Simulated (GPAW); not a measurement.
# Core-hole calculation of the S K edge in CSO (R3m), part 2 of 2

Aim: the near-edge shape at the S K edge of CSO (R3m), and what the core hole does to it.

GPAW 26.7.0; X-ray absorption from dipole matrix elements to empty bands, plane-wave PAW LDA.

So far. Step 2 (Ground state of the crystal): The mesh shows a gap of 4.79 eV, so the hole is first treated in a charged cell, without the excited electron. Step 3 (Spectrum without a core hole, S atom 1): Main maxima below 24 eV (height): 0.4 eV (3.19), 2.5 eV (1.66), 3.5 eV (1.74), 5.2 eV (1.58), 8.1 eV (0.97) and 23.8 eV (1.30). A K edge sees empty p states on the absorber.

## 5. Spectrum with FCH, S atom 1

The holes are 6.6 Å apart. In GPAW the data set carries the hole's charge, so charge=0 means a charged cell and charge=-1 a neutral one. The excited electron is left out and a uniform background balances the charge. After the field has converged, empty bands are computed with the density fixed and the dipole matrix elements are summed.

The input, xas.py:

```python
import numpy as np
from ase import Atoms
from ase.parallel import parprint, paropen
from gpaw import GPAW, PW, FermiDirac, Mixer, MixerDif, setup_paths
from gpaw.test import gen
setup_paths.insert(0, '.')
gen('S', name='fch1s', xcname='LDA', corehole=(1, 0, 1), write_xml=True)
from gpaw.mpi import world
world.barrier()

atoms = Atoms('S4O4C4',
    cell=[[-3.29398903, 5.70535635, 0],
     [3.29398903, 5.70535635, 0],
     [3.29398903, -1.90178545, -8.09407831]],
    scaled_positions=[[0.729498, 0.135251, 0.594247],
     [0.229498, 0.385251, 0.844247],
     [0.729498, 0.635251, 0.094247],
     [0.229498, 0.885251, 0.344247],
     [0.5042535, 0.24787325, 0.25638025],
     [0.0042535, 0.49787325, 0.50638025],
     [0.5042535, 0.74787325, 0.75638025],
     [0.0042535, 0.99787325, 0.00638025],
     [0.6011485, 0.19942575, 0.40172275],
     [0.1011485, 0.44942575, 0.65172275],
     [0.6011485, 0.69942575, 0.90172275],
     [0.1011485, 0.94942575, 0.15172275]],
    pbc=True)
atoms.calc = calc = GPAW(legacy_gpaw=True, mode=PW(500), xc='LDA', setups={0: 'fch1s'},
    kpts={'size': (4, 4, 4), 'gamma': True}, occupations=FermiDirac(0.02),
    charge=0, mixer=Mixer(0.1, 5, 50), maxiter=150,
    convergence={'density': 0.0001}, txt='scf.txt')
energy = atoms.get_potential_energy() + calc.get_reference_energy()
ef = calc.get_fermi_level()
out = dict(energy=energy, fermi=ef, forces=atoms.get_forces().tolist())
parprint(f'all-electron energy {energy:.4f} eV, Fermi level {ef:.4f} eV')
ev = np.array([[calc.get_eigenvalues(k, s) for k in range(len(calc.get_ibz_k_points()))] for s in range(calc.get_number_of_spins())])
out['homo'], out['lumo'], out['counts'] = ev[ev < ef].max(), ev[ev > ef].min(), sorted(set((ev < ef).sum((0, 2)).tolist()))
out['filled'] = (ev[:, 0] < ef).sum(1).tolist()

from ase.units import Ha
from gpaw.xas import dipole_matrix_elements
nb = int(calc.get_number_of_electrons() / 2) + 183
top, nb = nb, nb + 8 + nb // 12
nscf = calc.fixed_density(kpts={'size': (5, 5, 5), 'gamma': True}, nbands=nb,
    convergence={'bands': top, 'eigenstates': 1e-5}, maxiter=60, txt='nscf.txt')
cell = atoms.cell.array
ops = [cell.T @ U.T @ np.linalg.inv(cell.T) for U in nscf.wfs.kd.symmetry.op_scc]
filled = [32]  # bands filled in the ground state, by spin
E = np.arange(-6, 34, 0.1)
fwhm = np.interp(E, [4, 25], [0.9, 3.5])
Y, X, zero, highest = 0, 0, 1e9, 1e9
for spin in range(nscf.get_number_of_spins()):
    wfs = nscf.wfs
    A = dipole_matrix_elements(wfs.setups[0])
    eps = np.zeros((wfs.kd.nibzkpts, nb))
    d = np.zeros((3, A.shape[1], wfs.kd.nibzkpts, nb), complex)
    for kpt in wfs.kpt_u:
        if kpt.s == spin and 0 in kpt.P_ani:
            eps[kpt.k] = kpt.eps_n * Ha
            d[:, :, kpt.k] = (kpt.weight * wfs.nspins / 2) ** 0.5 * np.inner(A, kpt.P_ani[0])
    world.sum(eps)
    world.sum(d)
    T = np.einsum('amkn,bmkn->abkn', d, d.conj()).real
    T = sum(np.einsum('ai,ijkn,bj->abkn', R, T, R) for R in ops) / len(ops)
    empty = np.ones_like(eps, bool) & (np.arange(nb) >= filled[spin])
    zero, highest = min(zero, eps[empty].min()), min(highest, eps[:, top - 1].min())
    lines = [(eps, T, empty)] if spin == 0 else lines + [(eps, T, empty)]
for eps, T, empty in lines:
    f = np.einsum('aakn->akn', T).reshape(3, -1)
    x = eps.ravel() - zero
    w = np.interp(x, E, fwhm) / 2.35482
    g = np.exp(-0.5 * ((E[:, None] - x) / w) ** 2) / (w * (2 * np.pi) ** 0.5)
    Y = Y + (f * empty.ravel()) @ g.T
    X = X + (f * ~empty.ravel()) @ g.T
out.update(E=E.round(2).tolist(), xas=Y.tolist(), xes=X.tolist(), zero=zero, valid=highest - zero, nk=len(eps), nb=nb)
for i in range(0, len(E), 10):
    parprint(f'{E[i]:7.2f}', *(f'{v:10.3e}' for v in Y[:, i]))
import json
with paropen('out.json', 'w') as f:
    json.dump(out, f)
```

Launch:

```sh
> OMP_NUM_THREADS=1 mpirun -n 4 gpaw python xas.py
```

Numbers of over 12 decimals in the logs are rounded to 6 here.

Log:

```text
Input parameters:
  convergence: {density: 0.0001}
  kpts: {gamma: True,
         size: (4, 4, 4)}
  maxiter: 150
  mixer: {backend: pulay,
          beta: 0.1,
          method: separate,
          nmaxold: 5,
          weight: 50}
  mode: {ecut: 500.0,
         name: pw}
  occupations: {fixmagmom: False,
                name: fermi-dirac,
                width: 0.02}
  setups: {0: fch1s}

Initialize ...

[... PAW data sets ...]

Reference energy: -53000.148332  # eV

Spin-paired calculation

[... convergence settings ...]
Symmetries present (total): 2
  [... symmetry matrices ...]

64 k-points: 4 x 4 x 4 Monkhorst-Pack grid + [1/8,1/8,1/8]
24 k-points in the irreducible part of the Brillouin zone
       k-points in crystal coordinates                weights
   0:     0.00000000    0.00000000    0.00000000          1/64
   1:     0.00000000    0.00000000    0.25000000          2/64
   2:     0.00000000    0.00000000    0.50000000          1/64
   3:     0.25000000   -0.25000000   -0.25000000          2/64
   4:     0.25000000   -0.25000000    0.25000000          2/64
   5:     0.25000000   -0.25000000    0.50000000          4/64
   6:     0.25000000    0.00000000   -0.25000000          4/64
   7:     0.25000000    0.00000000    0.00000000          4/64
   8:     0.25000000    0.00000000    0.25000000          4/64
   9:     0.25000000    0.00000000    0.50000000          4/64
          ...
  23:     0.50000000    0.50000000    0.50000000          1/64

Wave functions: Plane wave expansion
  Cutoff energy: 500.000 eV
  Number of coefficients (min, max): 7677, 7740
  Pulay-stress correction: 0.000000 eV/Ang^3 (de/decut=0.000000)
  Using FFTW library
  Wavefunction extrapolation:
    Improved wavefunction reuse through dual PAW basis

Occupation numbers: Fermi-Dirac:
  width: 0.0200  # eV

Eigensolver
   Davidson(niter=2)

Densities:
  Coarse grid: 48*48*48 grid
  Fine grid: 96*96*96 grid
  Total Charge: 1.000000

Density mixing:
  Method: separate
  Backend: pulay
  Linear mixing parameter: 0.1
  old densities: 5
  Width of damping distribution: 1.1
  Damping of long wavelength oscillations: 50

[... Hamiltonian set-up ...]
Number of atoms: 12
Number of atomic orbitals: 48
Number of bands in calculation: 43
Number of valence electrons: 64
Bands to converge: occupied

... initialized

Initializing position-dependent things.

Density initialized from atomic densities
Creating initial wave functions:
  43 bands from LCAO basis set

           S      O
                  C

                  S
        O
        C

        S      O  O

               C  C

               S

Atomic positions and initial magnetic moments

Positions:
   0 S      0.000000    3.803571   -4.809882    ( 0.0000,  0.0000,  0.0000)
   1 S      3.293989    1.901785   -6.833401    ( 0.0000,  0.0000,  0.0000)
   2 S      0.000000    7.607142   -0.762843    ( 0.0000,  0.0000,  0.0000)
   3 S      3.293989    5.705356   -2.786362    ( 0.0000,  0.0000,  0.0000)
   4 O     -0.000000    3.803571   -2.075162    ( 0.0000,  0.0000,  0.0000)
   5 O      3.293989    1.901785   -4.098681    ( 0.0000,  0.0000,  0.0000)
   6 O      3.293989    5.705356   -6.122201    ( 0.0000,  0.0000,  0.0000)
   7 O      3.293989    5.705356   -0.051642    ( 0.0000,  0.0000,  0.0000)
   8 C      0.000000    3.803571   -3.251575    ( 0.0000,  0.0000,  0.0000)
   9 C      3.293989    1.901785   -5.275095    ( 0.0000,  0.0000,  0.0000)
  10 C      3.293989    5.705356   -7.298615    ( 0.0000,  0.0000,  0.0000)
  11 C      3.293989    5.705356   -1.228056    ( 0.0000,  0.0000,  0.0000)

Unit cell:
           periodic     x           y           z      points  spacing
  1. axis:    yes   -3.293989    5.705356    0.000000    48     0.1076
  2. axis:    yes    3.293989    5.705356    0.000000    48     0.1157
  3. axis:    yes    3.293989   -1.901785   -8.094078    48     0.1686

  Lengths:   6.587978   6.587978   8.943224
  Angles:   90.000000 111.612188  60.000000

Effective grid spacing dv^(1/3) = 0.1401

iter:   1   -99.567700
iter:   2   -97.116624   -1.06  -0.94
iter:   3   -95.391618   -1.70  -1.04
iter:   4   -94.816265   -2.03  -1.19
iter:   5   -94.767219   -1.76  -1.42
iter:   6   -94.696089   -3.06  -1.74
iter:   7   -94.658597   -2.77  -1.94
iter:   8   -94.654226   -3.94  -2.44
iter:   9   -94.653836c  -4.58  -2.75
iter:  10   -94.653575c  -5.13  -2.90
iter:  11   -94.653551c  -5.86  -3.12
iter:  12   -94.653547c  -6.17  -3.27
iter:  13   -94.653533c  -6.22  -3.44
iter:  14   -94.653528c  -6.66  -3.62
iter:  15   -94.653528c  -6.71  -3.71
iter:  16   -94.653527c  -7.55c -4.10c

Converged after 16 iterations.

Dipole moment: (6.746408, -1.423641, 6.727909) |e|*Ang

Energy contributions relative to reference atoms: (reference = -53000.148332)

Kinetic:        +63.868068
Potential:      -87.418986
External:        +0.000000
XC:             -71.123713
Entropy (-ST):   -0.000000
Local:           +0.021105
SIC:             +0.000000
--------------------------
Free energy:    -94.653527
Extrapolated:   -94.653527

Showing only first 2 kpts
 Kpt  Band  Eigenvalues  Occupancy
  0    30     -1.86747    2.00000
  0    31     -1.86747    2.00000
  0    32     -0.10216    0.00000
  0    33     -0.10215    0.00000

  1    30     -1.88483    2.00000
  1    31     -1.88482    2.00000
  1    32     -0.08843    0.00000
[...]
Fermi level: -1.08799

Gap: 1.747 eV
Transition (v -> c):
  (s=0, k=21, n=31, [0.50, 0.50, 0.00]) -> (s=0, k=23, n=32, [0.50, 0.50, 0.50])
Direct/indirect transitions are different
Direct gap: 1.760 eV
Transition at: (s=0, k=16, n=31, [0.50, 0.00, 0.50])

Forces in eV/Ang:
  0 S     0.00000   -0.00001    0.22433
  1 S     0.00000   -0.00001    0.20267
  2 S     0.00000   -0.00001    0.03508
  3 S     0.00000   -0.00001   -0.32802
  4 O     0.00000    0.00001   -4.54532
  5 O     0.00000    0.00001   -0.63163
  6 O     0.00000    0.00001   -0.86490
  7 O     0.00000    0.00001   -1.39336
  8 C     0.00000   -0.00000    4.21050
  9 C     0.00000   -0.00000    0.45838
 10 C     0.00000    0.00000    0.82987
 11 C     0.00000   -0.00000    1.78294
Scalar-relativistic atomic LDA calculation for S (Sulfur, Z=16)
Core hole in 1s state (1s occupation: 1.0)
450 radial gridpoints.
|------------------------------------------------|
|------------------------------------------------|
[... the atom generator's iteration count ...]

Energy contributions:
-------------------------
Kinetic:     +307.027779
XC:           -20.036781
Potential:   -593.463960
-------------------------
Total:       -306.472962

state      eigenvalue         ekin         rmax
-----------------------------------------------
1s^1.0 :   -94.587655   125.271961        0.063
2s^2.0 :    -9.346963    20.537295        0.374
2p^6.0 :    -7.528664    20.376522        0.303
3s^2.0 :    -1.141348     3.532854        1.290
3p^4.0 :    -0.722112     2.839097        1.384
-----------------------------------------------
(units: Bohr and Hartree)

Generating PAW setup
Kinetic energy of the core from tauc = 289.375410
Cutoffs:
rc(s)=1.840
rc(p)=1.850
rc(d)=1.700
rc(vbar)=1.720
rc(comp)=1.430
rc(nct)=1.850

Kinetic energy of the core states: 288.605682
Charge: 1.0
Core electrons: 9.0
Valence electrons: 6.0
Pseudo-core charge: 0.024693
Shape function alpha=4.890
Pseudo-electron charge 6.344591
state    eigenvalue         norm
--------------------------------
3s(2) :    -1.141348     1.235204
*s    :    -0.141348
3p(4) :    -0.722112     0.962372
*p    :     0.277888
*d    :     0.000000
--------------------------------

Diagonalizing with gridspacing h=0.050

state   all-electron     PAW
-------------------------------
3s:      -1.141348    -1.142157
3p:      -0.722112    -0.722797
*d:                   -0.153507
*f:                   -0.016109
-------------------------------
<dir> UserWarning: Initial realspace grid (35,35,48) inconsistent with symmetries.
  warnings.warn(
<dir> UserWarning: Using symmetrized grid: (48,48,48).

  warnings.warn('Using symmetrized grid: ({},{},{}).\n'.format(*N_c))
<dir> UserWarning: Initial realspace grid (35,35,48) inconsistent with symmetries.
  warnings.warn(
<dir> UserWarning: Initial realspace grid (35,35,48) inconsistent with symmetries.
  warnings.warn(
<dir> UserWarning: Initial realspace grid (35,35,48) inconsistent with symmetries.
  warnings.warn(
<dir> UserWarning: Using symmetrized grid: (48,48,48).

  warnings.warn('Using symmetrized grid: ({},{},{}).\n'.format(*N_c))
<dir> UserWarning: Using symmetrized grid: (48,48,48).

  warnings.warn('Using symmetrized grid: ({},{},{}).\n'.format(*N_c))
<dir> UserWarning: Using symmetrized grid: (48,48,48).

  warnings.warn('Using symmetrized grid: ({},{},{}).\n'.format(*N_c))
all-electron energy -53094.8019 eV, Fermi level -1.0880 eV
[...]
31.00  1.528e-06  1.528e-06  1.439e-06
  32.00  1.661e-06  1.661e-06  1.295e-06
  33.00  1.907e-06  1.907e-06  1.311e-06
```

Run time: 13 min. Hardware: 4 MPI ranks of Arm Neoverse V2, shared host; peak memory 0.88 GiB.

The S K spectrum, S atom 1, full core hole (charged cell) (energy from the lowest empty level; intensity scaled to a mean of 1 over the first 20 eV; polarised curves are means over the symmetry-equivalent atoms):

```
E (eV)  isotropic  ε ⊥ c  ε ∥ c
  -2.0       0.00   0.00   0.00
  -1.5       0.00   0.00   0.00
  -1.0       0.12   0.19   0.00
  -0.5       1.70   2.56   0.00
   0.0       4.22   6.32   0.00
   0.5       1.99   2.83   0.31
   1.0       1.92   0.23   5.30
   1.5       5.51   0.00  16.51
   2.0       3.12   0.00   9.34
   2.5       0.38   0.02   1.09
   3.0       0.23   0.08   0.52
   3.5       0.27   0.12   0.57
   4.0       0.23   0.17   0.35
   4.5       0.30   0.31   0.29
   5.0       0.39   0.40   0.38
   5.5       0.44   0.39   0.55
   6.0       0.56   0.53   0.63
   6.5       0.87   0.94   0.71
   7.0       1.31   1.53   0.89
   7.5       1.45   1.67   1.01
   8.0       1.13   1.18   1.02
   8.5       0.79   0.70   0.96
   9.0       0.64   0.53   0.86
   9.5       0.64   0.52   0.88
  10.0       0.70   0.54   1.03
  10.5       0.74   0.55   1.11
  11.0       0.73   0.59   1.02
  11.5       0.71   0.62   0.87
  12.0       0.68   0.64   0.76
  12.5       0.67   0.64   0.72
  13.0       0.67   0.65   0.72
  13.5       0.69   0.66   0.75
  14.0       0.70   0.67   0.76
  14.5       0.72   0.70   0.75
  15.0       0.73   0.73   0.72
  15.5       0.74   0.76   0.70
  16.0       0.76   0.79   0.69
  16.5       0.79   0.84   0.70
  17.0       0.83   0.89   0.72
  17.5       0.88   0.95   0.73
  18.0       0.91   1.00   0.74
  18.5       0.94   1.02   0.77
  19.0       0.96   1.02   0.84
  19.5       0.99   1.00   0.95
  20.0       1.03   1.00   1.09
  20.5       1.09   1.02   1.24
  21.0       1.15   1.04   1.38
  21.5       1.22   1.08   1.51
  22.0       1.28   1.11   1.63
  22.5       1.34   1.14   1.73
  23.0       1.38   1.17   1.80
  23.5       1.42   1.20   1.86
  24.0       1.43   1.21   1.88
  24.5       1.43   1.21   1.87
  25.0       1.40   1.19   1.83
  25.5       1.35   1.15   1.76
  26.0       1.28   1.08   1.66
  26.5       1.19   1.01   1.55
  27.0       1.09   0.92   1.41
  27.5       0.98   0.84   1.27
  28.0       0.89   0.76   1.13
  28.5       0.80   0.70   1.00
  29.0       0.72   0.65   0.87
  29.5       0.66   0.61   0.77
  30.0       0.62   0.59   0.68
  30.5       0.59   0.58   0.60
  31.0       0.57   0.58   0.55
  31.5       0.57   0.60   0.51
  32.0       0.58   0.63   0.49
```

Main maxima below 24 eV (height): 0.0 eV (4.22), 1.6 eV (5.63) and 7.4 eV (1.47). 

The hole costs E(hole) − E(ground) = 2475.29 eV, and the lowest empty level of the hole cell on the spectrum's mesh lies at -0.10 eV, which puts the zero at 2475.18 eV. One term is added: -16.82 eV, since the hole is spin-paired here and a spin-polarised one costs that much less in the free atom (computed apart). The photon energy is then 2458.36 eV. The functional and the charged cell's background leave an error in such absolute values: in the free atom LDA prices this hole 9.1 eV below PBE (computed apart), and PBE is itself good to a few eV.

## 6. What the core hole does

Both curves are counted from their own zero, so only the shift of weight within the empty states shows.

```csv
E (eV),no hole,FCH
-2.0,0.00,0.00
-1.0,0.02,0.12
0.0,2.31,4.22
1.0,1.22,1.92
2.0,1.17,3.12
3.0,1.47,0.23
4.0,1.24,0.23
5.0,1.52,0.39
6.0,1.20,0.56
7.0,0.88,1.31
8.0,0.97,1.13
9.0,0.88,0.64
10.0,0.84,0.70
11.0,0.74,0.73
12.0,0.78,0.68
13.0,0.74,0.67
14.0,0.66,0.70
15.0,0.67,0.73
16.0,0.67,0.76
17.0,0.68,0.83
18.0,0.72,0.91
19.0,0.80,0.96
20.0,0.87,1.03
21.0,0.99,1.15
22.0,1.14,1.28
23.0,1.27,1.38
24.0,1.30,1.43
25.0,1.25,1.40
26.0,1.15,1.28
27.0,1.05,1.09
28.0,0.94,0.89
29.0,0.85,0.72
30.0,0.78,0.62
31.0,0.76,0.57
32.0,0.75,0.58
```

With each curve scaled to its own mean, the area from −2 to 6 eV with the hole is 10.5 against 9.8, and the centre of weight from −1 to 20 eV moves by -0.5 eV (first and strongest maxima below 20 eV: 0.4 eV (3.19), 2.5 eV (1.66) and 3.5 eV (1.74) without the hole, 0.0 eV (4.22), 1.6 eV (5.63) and 7.4 eV (1.47) with it); the shape changes all the same, by 87 % r.m.s.

## 7. What came out

* absorber and edge: S K, atom 1 of the ground-state input (counted from 1)
* surroundings: 1 C at 1.56 Å (terminal, site symmetry 3m)
* highest intensity below 16 eV: 1.6 eV above the zero, height 5.63
* photon energy of the zero, with the added terms: 2458.4 eV (raw 2475.2 eV; LDA puts this hole about 9 eV below PBE, itself good to a few eV)

**Reading.** The S K edge of atom 1, with 1 C at 1.56 Å (terminal, site symmetry 3m), has its highest intensity of the first 16 eV at 1.6 eV above the zero, near 2460 eV in photon energy (LDA puts this hole about 9 eV below PBE, itself good to a few eV), 5.6 times the mean level of the first 20 eV (Gaussian full width 0.9 eV up to 4 eV, rising linearly to 3.5 eV at 25 eV). With each curve scaled to its own mean, the area from −2 to 6 eV with the hole is 10.5 against 9.8, and the centre of weight from −1 to 20 eV moves by -0.5 eV (first and strongest maxima below 20 eV: 0.4 eV (3.19), 2.5 eV (1.66) and 3.5 eV (1.74) without the hole, 0.0 eV (4.22), 1.6 eV (5.63) and 7.4 eV (1.47) with it); the shape changes all the same, by 87 % r.m.s. At the S K edge of atom 1 polarisation matters most near 1.6 eV, where the curves differ by 16.9 on this scale. The mesh is coarse (0.24 Å⁻¹ between points), so small maxima may be mesh ripples. The structure is a computed Materials Project entry and may be a hypothetical form.

[Banner, clock and machine lines of the logs are left out without a mark of their own.]

[Logs are printed without paths, hosts, clocks, repeated set-up lines and the standing remarks that a program may print on its own settings, such as how far it seeks lower states.]

[Hosts, paths, dates, database ids (printed as entryN), source tags and the programs' standing remarks are cut or masked in the printed files.]

[Lists of maxima count a maximum above −3 eV only where it reaches 4 % of the highest in the window and stands out from its surroundings by 2 % of it (1.5 % where it reaches 55 %); shoulders and weaker maxima are passed over, and of the rest the first, up to two pre-edge ones and the few strongest are named.]
